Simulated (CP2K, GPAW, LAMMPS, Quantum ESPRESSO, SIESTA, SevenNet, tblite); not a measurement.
# Predicting plane-wave site energies from SevenNet 0: a vacancy of C in amorphous carbon (64 atoms)

Density of this cell: 1.74 g/cm³. The cell holds 64 atoms: 64 C. Cell: a = 9.022 Å, b = 9.022 Å, c = 9.022 Å, α = 90.0°, β = 90.0°, γ = 90.0°. 64 atoms (64 C) placed at random at 1.74 g/cm³, melted at 5500 K for 10 ps at fixed volume with the LCBOP (Los and Fasolino, Phys. Rev. B 68, 024107 (2003)). Quenched from 5500 K to 300 K at 100 K/ps and fixed volume, held 5 ps. Then the atoms were relaxed with SevenNet 0 in the fixed cell.

Calculated with Quantum ESPRESSO 7.5: PBE; plane waves, SSSP efficiency, 45/360 Ry; k-points Γ. The cheaper level is SevenNet 0, trained on PBE(+U) plane-wave data, no dispersion term. Each row is one cell with a vacancy of C, relaxed with SevenNet 0; both levels solve the same cells, and energies are counted from site C22 at each level.

```
energy from SevenNet 0 (eV)  energy from plane waves (eV)  site
                      0.000                             0   C22
                      0.911                         3.024   C62
                      0.964                         1.469   C10
                      1.241                             ?     ?
                      2.110                         4.876   C53
```

Task: Fit a straight line to the rows given and interpolate to the withheld row.

**Working.**

Take u as the energy from SevenNet 0 and v as that from plane waves.

| u (eV) | v (eV) |
| --- | --- |
| 0 | 0 |
| 0.911499 | 3.02382 |
| 0.963928 | 1.46896 |
| 2.10974 | 4.87608 |

With n = 4: mean u = 0.996292, mean v = 2.34222, Σ(u − ū)² = 2.2406, Σ(u − ū)(v − v̄) = 5.1253. Slope b = 5.1253 / 2.2406 = 2.2875; intercept a = v̄ − b ū = 0.063225.

At the withheld site u = 1.241, and v = a + b u.

Prediction at 1.241: 2.902 eV. The run gave 1.458 eV, so the fit is high by 1.4 eV (99 % of the value).

The slope of 2.3 says that SevenNet 0 compresses the spread of the sites. Taken as it stands, without the line, its value misses the withheld site by 0.22 eV. Among the rows given, the largest miss of the fit is at 0.911, by 0.88 eV (18 % of the range of the table).

Limits: Few sites, one cell. The geometries are those of SevenNet 0, not of DFT.

[Logs are printed without paths, hosts, clocks, repeated set-up lines and the standing remarks that a program may print on its own settings, such as how far it seeks lower states.]

[Hosts, paths, dates, database ids (printed as entryN), source tags and the programs' standing remarks are cut or masked in the printed files.]
